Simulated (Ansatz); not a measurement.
AlGaAs2 (zincblende [001] superlattice), computed twice by G0W0.

The cell holds 12 atoms: 3 Ga, 6 As and 3 Al. Its edges and angles: a = 4.012 Å, b = 4.012 Å, c = 16.964 Å, α = 90.0°, β = 90.0°, γ = 90.0°. It derives from GaAs. Regions: GaAs, 6 atoms (3 Ga and 3 As); AlAs, 6 atoms (3 Al and 3 As). The structure's axis is c.

```xyz
12
Lattice="4.0119 0.0000 0.0000 0.0000 4.0119 0.0000 0.0000 0.0000 16.9638" Properties=species:S:1:pos:R:3 pbc="T T T"
Ga    0.0000    0.0000    0.7108
As    2.0059    0.0000    2.1207
Ga    2.0059    2.0060    3.5297
As    0.0000    2.0060    4.9388
Ga    0.0000    0.0000    6.3486
As    2.0059    0.0000    7.7631
Al    2.0059    2.0060    9.1763
As    0.0000    2.0060   10.5936
Al    0.0000    0.0000   12.0116
As    2.0059    0.0000   13.4295
Al    2.0059    2.0060   14.8468
As    0.0000    2.0060   16.2600
```

The structure was relaxed with PBEsol. The runs that relaxed it are not among those shown. PAW set soft_2, made with PBE.

The first (Ansatz 0.2.0; start PBEsol, 4×4×2 mesh, 814 empty bands, screening to 120 eV; 1 × NVIDIA H100 80GB HBM3 (shared by 6 runs) with 3 threads of AMD EPYC 7R13 (Zen 3), shared host) gave, on its mesh: starting gap 1.06 eV, G0W0 gap 1.80 eV, RPA ε∞ (mean) 16.38, 2.4 min.

The second gave: starting gap 1.06 eV, G0W0 gap 1.52 eV, RPA ε∞ (mean) 16.75, 35 s.

What was changed in the input? Choose among start, files, mesh, bands and cutoff, frequency model or another key.

Changed: empty bands from 814 to 206 and screening cutoff (eV) from 120.0 to 48. The starting gap stayed, which rules out the functional and points to the GW step. Other changes could give like numbers; this is the one that was made.

Limits: short of the basis limit; no spin-orbit coupling; coarse k mesh.

[Long decimals in the printed logs are rounded to 6 places.]

[Logs are printed without paths, hosts, clocks, repeated set-up lines and the standing remarks that a program may print on its own settings, such as how far it seeks lower states.]

[Paths, hosts, dates, memory and timing lines, banners, echoed tables and standing remarks are left out of the program output; an Ansatz launch command may be rebuilt from the run's recorded settings. Measured values are a selection of at most five: reports struck by readers or far from the other reports are left out. None is set beside runs whose start may be inverted or whose files or cutoffs have a known fault.]

[Runs of the session that timed out or met a known fault of the program may be left out.]

[Cells called generated may have been cut or substituted from an entry of the Crystallography Open Database or the Materials Project.]

[Hosts, paths, dates, database ids (printed as entryN), source tags and the programs' standing remarks are cut or masked in the printed files.]

[Where the starting crystal was built by hand or by swapping elements, it need not be the compound's stable phase.]
